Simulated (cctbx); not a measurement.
**Accept or mend?**

Cell a = 10.9690 Å, b = 9.5550 Å, c = 8.5970 Å, α = 90.00°, β = 90.00°, γ = 90.00°; space group Cmcm (no. 63).

Simulated single-crystal data (cctbx): Mo Kα, λ = 0.71073 Å, to d = 0.7 Å, 50 % of the full sphere, strongest reflection 70000 counts, noise from counting, a 6 % proportional error and a noise floor of 2 counts (s.d.); no absorption.

An anisotropic refinement with weights 1/σ² prints:

```text
Rint 0.034, 69 unique reflections to 1.60 A
cycle     R1     wR2    GooF  max shift (A)
   1  0.0160  0.0389   1.275   0.00805
   2  0.0136  0.0276   0.906   0.00004
final R1 0.0136 wR2 0.0276 GooF 0.906  parameters 27  data/parameter 2.6
atom        x        y        z      Ueq    occ   su(xyz)  su(Uiso or U11)
Tl1    0.34832  0.77346  0.75000   0.0072  1.000  0.00010  0.0023
Ta1    0.50000  0.85437  0.25000   0.0115  1.000  0.00021  0.0021
S1     0.27518  0.97194  0.25000   0.0185  1.000  0.00086  0.0075
S2     0.50000  0.70611  0.99314   0.0155  1.000  0.00079  0.0079
Li1    0.15940  0.00000  0.50000  -0.0020  1.000  0.00338  0.0514  NPD
difference map: max 0.41 min -0.55 rms 0.12
Q1    0.1526  0.0252  0.7500    8    0.44  1.35 A from S1
Q2    0.0000  0.0968  0.2500    4    0.35  2.44 A from S2
Q3    0.1470  0.4602  0.7500    8    0.32  1.07 A from S1
Q4    0.0000  0.0000  0.0000    4    0.31  1.75 A from Li1
Q5    0.1110  0.3499  0.0228   16    0.28  1.85 A from S2
Q6    0.0000  0.5000  0.0000    4    0.24  2.56 A from Ta1
```

Q: Accept it or mend it, and why?

Mend it. The fault: data cut at low resolution. Against the right model at the same level, R1 goes from 0.0156 to 0.0136 and GooF from 0.91 to 0.91 and Li1 goes non-positive-definite. The atoms are right, but there are too few data for the parameters: R1 flatters and the s.u.s grow. Data per parameter fall from 28 to 2.6.

The compound is Li2TaTl2S4. The right model at the same level gives:

```text
Rint 0.042, 755 unique reflections to 0.70 A
cycle     R1     wR2    GooF  max shift (A)
   1  0.0237  0.0822   2.109   0.00847
   3  0.0155  0.0356   0.914   0.00048
final R1 0.0156 wR2 0.0356 GooF 0.914  parameters 27  data/parameter 28.0
atom        x        y        z      Ueq    occ   su(xyz)  su(Uiso or U11)
Tl1    0.34841  0.77351  0.75000   0.0068  1.000  0.00001  0.0001
Ta1    0.50000  0.85457  0.25000   0.0110  1.000  0.00002  0.0001
S1     0.27504  0.97099  0.25000   0.0166  1.000  0.00010  0.0003
S2     0.50000  0.70615  0.99299   0.0139  1.000  0.00011  0.0004
Li1    0.15781  0.00000  0.50000   0.0210  1.000  0.00064  0.0037
difference map: max 1.25 min -1.32 rms 0.29
Q1    0.0000  0.2783  0.6645    8    1.28  1.52 A from S2
Q2    0.0000  0.0984  0.2500    4    1.07  2.44 A from S2
Q3    0.1406  0.4319  0.6925   16    1.05  1.40 A from S1
Q4    0.1686  0.2336  0.0387   16    0.99  1.91 A from S2
Q5    0.1201  0.3513  0.5982   16    0.91  1.54 A from Tl1
Q6    0.2401  0.2233  0.5369   16    0.88  2.13 A from Tl1
```

This is a model crystal, built by substitution and not relaxed, with assumed displacement parameters.

[Middle refinement cycles are left out of these outputs.]

[Logs are printed without paths, hosts, clocks, repeated set-up lines and the standing remarks that a program may print on its own settings, such as how far it seeks lower states.]
